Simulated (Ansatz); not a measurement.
# Work function of Pb(100): what the settings cost and change, part 2 of 2

Aim: the work function of Pb(100) across levels of theory at one geometry.

Ansatz 0.2.0; plane-wave DFT, PBE, Ansatz PAW (the session's first sound run).

So far, work function, upper face (eV): step 2 (slab, setting PBE, Ansatz PAW (420 eV)) 3.74; step 5 (RPBE) 3.59; step 6 (r2SCAN) 3.80; step 7 (PBE JTH) 3.73; step 8 (PBE norm-conserving) 3.73.

## 9. Run

This step: plane-wave DFT, LDA, norm-conserving (Ansatz 0.2.0).

Contents of input.yaml:

```yaml
crystal:
  lattice:
    - [3.5001785669, 0.0, 0.0]
    - [0.0, 3.5001785669, 0.0]
    - [0.0, 0.0, 32.85]
  atoms:
    - { symbol: Pb, position: [0.0, 0.0, 0.2739726027] }
    - { symbol: Pb, position: [0.5, 0.5, 0.3493150685] }
    - { symbol: Pb, position: [0.0, 0.0, 0.4246575342] }
    - { symbol: Pb, position: [0.5, 0.5, 0.5] }
    - { symbol: Pb, position: [0.0, 0.0, 0.5753424658] }
    - { symbol: Pb, position: [0.5, 0.5, 0.6506849315] }
    - { symbol: Pb, position: [0.0, 0.0, 0.7260273973] }
kpoints:
  mp_grid: { grid: [12, 12, 1] }
hamiltonian:
  xc: lda
  pseudopotentials: { kind: nc }
scf:
  occupations: { method: fermi_dirac, width: 0.1 }
  convergence: { dr2_threshold: 1.0e-09 }
efield:
  axis: 3
  dipole_correction: true
  ramp_position: 0.97
  ramp_width: 0.06
output:
  write_potential: true
  write_density: true
  volumetric_format: npy
```

On the command line:

```console
> ansatz run input.yaml --threads 4 --pin off --max-ram 6144MiB --backend cpu --events-out ev --progress --plain --runs-dir out
```

The log of the run:

```text
[...]
Crystal: 7 atoms, lattice volume = 402.454 Å³
Basis set: ecut = 761.918815 eV, 19139 PW (Γ)
Bands: 59, of which v1, the nominal top of the filled ones, is band 49 counted from 1 (48 counted from 0)
Symmetry: 8 space group operations
k-points: 28 of 144
[...]
k-point 0: bands = [... 45 lower, 5.0460, 6.0728, 6.0728, 6.4951, 6.4951, 6.5317, 7.1597, 7.1597, ... 6 higher]
  k-point 1: bands = [... 45 lower, 4.7277, 5.3310, 5.8676, 5.9720, 6.1762, 6.5938, 6.7206, 7.1461, ... 6 higher]
  k-point 2: bands = [... 45 lower, 3.6737, 4.1885, 4.5537, 5.2101, 5.6243, 6.4820, 6.5403, 6.8287, ... 6 higher]
  k-point 27: bands = [... 45 lower, 1.1949, 1.8566, 1.8566, 2.6788, 2.6788, 3.6750, 3.6750, 4.3798, ... 6 higher]
[key lines of the parts left out:]
SCF converged after 8 iterations
Free energy (F): -13382.569079 eV
Fermi energy:    3.939662 eV
Dipole field:    D = -0.000000 V/Å  (p = -0.000000 e·Å, saw-weighted, corrected)
Work function:   Φ+ = 4.0504 eV   Φ− = 4.0504 eV
```

It took 1.7 min on 4 threads of Arm Neoverse N1, shared host; peak memory 2.2 GiB; 5.7 min of CPU time.

The work function is 4.050 eV, +0.315 eV from the run “PBE, Ansatz PAW (420 eV)”, at 2.2 times its CPU time.

## 10. Slab, setting PBE, all layers relaxed

This step: plane-wave DFT, PBE, Ansatz PAW (Ansatz 0.2.0).

Edit input.yaml of step 9 so:

```diff
@@ -16,4 +16,3 @@
 hamiltonian:
-  xc: lda
-  pseudopotentials: { kind: nc }
+  xc: pbe
 scf:
@@ -26,2 +25,5 @@
   ramp_width: 0.06
+relax:
+  f_tol: 0.01
+  max_steps: 40
 output:
```

The log of the run:

```text
[...]
Crystal: 7 atoms, lattice volume = 402.454 Å³
Basis set: ecut = 420 eV, 7841 PW (Γ), exchange–correlation on 48×48×450 points (8 copies of the dense FFT grid, shifted against one another)
Bands: 59, of which v1, the nominal top of the filled ones, is band 49 counted from 1 (48 counted from 0)
Symmetry: 8 space group operations
k-points: 28 of 144
[...]
F+E_penalty+E_count = -83344.47959649 eV   max|allowed force component| = 3.443e-3 eV/Å
  atoms:
    - { symbol: Pb, position: [0, 0.0, 0.265148] }
    - { symbol: Pb, position: [0.5, 0.5, 0.339145] }
    - { symbol: Pb, position: [0, 0.0, 0.421645] }
    - { symbol: Pb, position: [0.5, 0.5, 0.500000] }
    - { symbol: Pb, position: [0, 0.0, 0.578355] }
    - { symbol: Pb, position: [0.5, 0.5, 0.660855] }
    - { symbol: Pb, position: [0, 0.0, 0.734852] }
[key lines of the parts left out:]
SCF converged after 7 iterations
Free energy (F): -83344.479596 eV
Fermi energy:    4.016284 eV
Dipole field:    D = 0.000000 V/Å  (p = 0.000000 e·Å, saw-weighted, corrected)
Work function:   Φ+ = 3.7913 eV   Φ− = 3.7913 eV
```

The job ended after 2.4 min (4 threads; peak memory 1.1 GiB).

The relaxation took 4 steps and lowered the energy by 0.088 eV; the largest force on the free atoms ends at 0.0034 eV/Å.

The work function is 3.791 eV, +0.056 eV from the run “PBE, Ansatz PAW (420 eV)”, at 2.8 times its CPU time.

## 11. Slab

This step: plane-wave DFT, PBE, fully relativistic PAW with spin-orbit coupling (Ansatz 0.2.0).

Edit input.yaml of step 10 so:

```diff
@@ -17,2 +17,3 @@
   xc: pbe
+  pseudopotentials: { kind: paw_fr }
 scf:
@@ -25,5 +26,5 @@
   ramp_width: 0.06
-relax:
-  f_tol: 0.01
-  max_steps: 40
+magnetization:
+  noncollinear: true
+  spin_orbit: true
 output:
```

The log of the run:

```text
[...]
non-collinear run that drives no moment, with spin-orbit: no starting moment large enough to seed its density (crystal.atoms[].spin), no starting occupations that ask for one, no magnetisation constraint and no magnetic field, so the semilocal B_xc is pinned to zero
Crystal: 7 atoms, lattice volume = 402.454 Å³
[...]
k-point 1: bands = [... 94 lower, 5.6925, 5.6925, 5.7408, 5.7408, 6.5754, 6.5754, 6.6019, 6.6019, ... 16 higher]
  k-point 2: bands = [... 94 lower, 4.5270, 4.5270, 5.1779, 5.1779, 5.5635, 5.5635, 6.3472, 6.3472, ... 16 higher]
  k-point 27: bands = [... 94 lower, 1.7526, 1.7526, 2.0783, 2.0783, 3.2729, 3.2729, 3.7147, 3.7147, ... 16 higher]
[key lines of the parts left out:]
SCF converged after 9 iterations
Magnetization: |M| = 0.0000 μB,  M = (+0.0000, +0.0000, +0.0000) μB
Free energy (F): -83615.319456 eV
Fermi energy:    3.995930 eV
Dipole field:    D = -0.000000 V/Å  (p = -0.000000 e·Å, saw-weighted, corrected)
Work function:   Φ+ = 3.7107 eV   Φ− = 3.7106 eV
```

Wall time 7.7 min (4 threads); peak memory 4.9 GiB.

The work function is 3.711 eV, -0.025 eV from the run “PBE, Ansatz PAW (420 eV)”, at 11 times its CPU time.

## 12. Comparing the runs

Times are for 4 threads of Arm Neoverse N1, shared host. The series side by side:

| no. | setting | work function, upper face (eV) | time | memory (GiB) |
| --- | --- | --- | --- | --- |
| 1 | PBE, Ansatz PAW (420 eV) | 3.736 | 49 s | 1.2 |
| 2 | LDA, Ansatz PAW (420 eV) | 4.046 | 50 s | 1.2 |
| 3 | PBEsol, Ansatz PAW (420 eV) | 3.825 | 52 s | 1.2 |
| 4 | RPBE, Ansatz PAW (420 eV) | 3.588 | 54 s | 1.2 |
| 5 | r2SCAN, Ansatz PAW (500 eV) | 3.800 | 2.3 min | 2.0 |
| 6 | PBE, JTH PAW (1800 eV) | 3.734 | 13 min | 4.3 |
| 7 | PBE, norm-conserving (850 eV) | 3.732 | 4.3 min | 2.8 |
| 8 | LDA, norm-conserving (762 eV) | 4.050 | 1.7 min | 2.2 |
| 9 | PBE, all layers relaxed | 3.791 | 2.4 min | 1.1 |
| 10 | PBE with spin-orbit coupling (420 eV) | 3.711 | 7.7 min | 4.9 |

## 13. A changed input

This step: plane-wave DFT, PBE, Ansatz PAW (Ansatz 0.2.0).

An input spoilt on purpose, to show how the run answers: it repeats the earlier run “PBE, Ansatz PAW (420 eV)” with efield.axis from 3 to 0, and scf.max_iter set to 100; its output block differs too.

Edit input.yaml of step 11 so:

```diff
@@ -17,3 +17,2 @@
   xc: pbe
-  pseudopotentials: { kind: paw_fr }
 scf:
@@ -21,4 +20,5 @@
   convergence: { dr2_threshold: 1.0e-09 }
+  max_iter: 100
 efield:
-  axis: 3
+  axis: 0
   dipole_correction: true
@@ -26,5 +26,2 @@
   ramp_width: 0.06
-magnetization:
-  noncollinear: true
-  spin_orbit: true
 output:
```

The log of the run:

```text
Error: invalid value for `efield.axis`: must be in [1, 3]; got 0
```

Wall time 0.02 s (4 threads); peak memory 0.16 GiB.

The input was rejected at the start.

The program's message: “Error: invalid value for `efield.axis`: must be in [1, 3]; got 0”

The fault put into the input: an axis of 0, outside the range 1 to 3.

## 14. Results

| Property | Result |
| --- | --- |
| work function, PBE, Ansatz PAW (420 eV) | 3.736 eV |
| work function, LDA, Ansatz PAW (420 eV) | 4.046 eV |
| work function, RPBE, Ansatz PAW (420 eV) | 3.588 eV |
| work function, r2SCAN, Ansatz PAW (500 eV) | 3.800 eV |
| work function, LDA, norm-conserving (762 eV) | 4.050 eV |
| work function, PBE, all layers relaxed | 3.791 eV |
| work function, PBE with spin-orbit coupling (420 eV) | 3.711 eV |

**Reading.** PBE on the default files gives 3.74 eV, and the settings tried spread the value from 3.59 to 4.05 eV. At one geometry LDA lies 0.31 eV above PBE. The choice of pseudopotentials moves the PBE value by 0.004 eV. Relaxing the layers changes it by +0.056 eV. Spin-orbit coupling, on the fully relativistic files, changes it by -0.02 eV. The ladder's slabs use the tabulated experimental lattice constant (two decimals; a low-temperature value for the alkali metals).

[Long decimals in the printed logs are rounded to 6 places.]

[Logs are printed without paths, hosts, clocks, repeated set-up lines and the standing remarks that a program may print on its own settings, such as how far it seeks lower states.]

[Hosts, paths, dates, database ids (printed as entryN), source tags and the programs' standing remarks are cut or masked in the printed files.]

[Maps of the electrostatic potential energy from Ansatz leave out the sawtooth potential of an applied field or a dipole correction, so their vacuum need not be flat; planar profiles and work functions include it.]
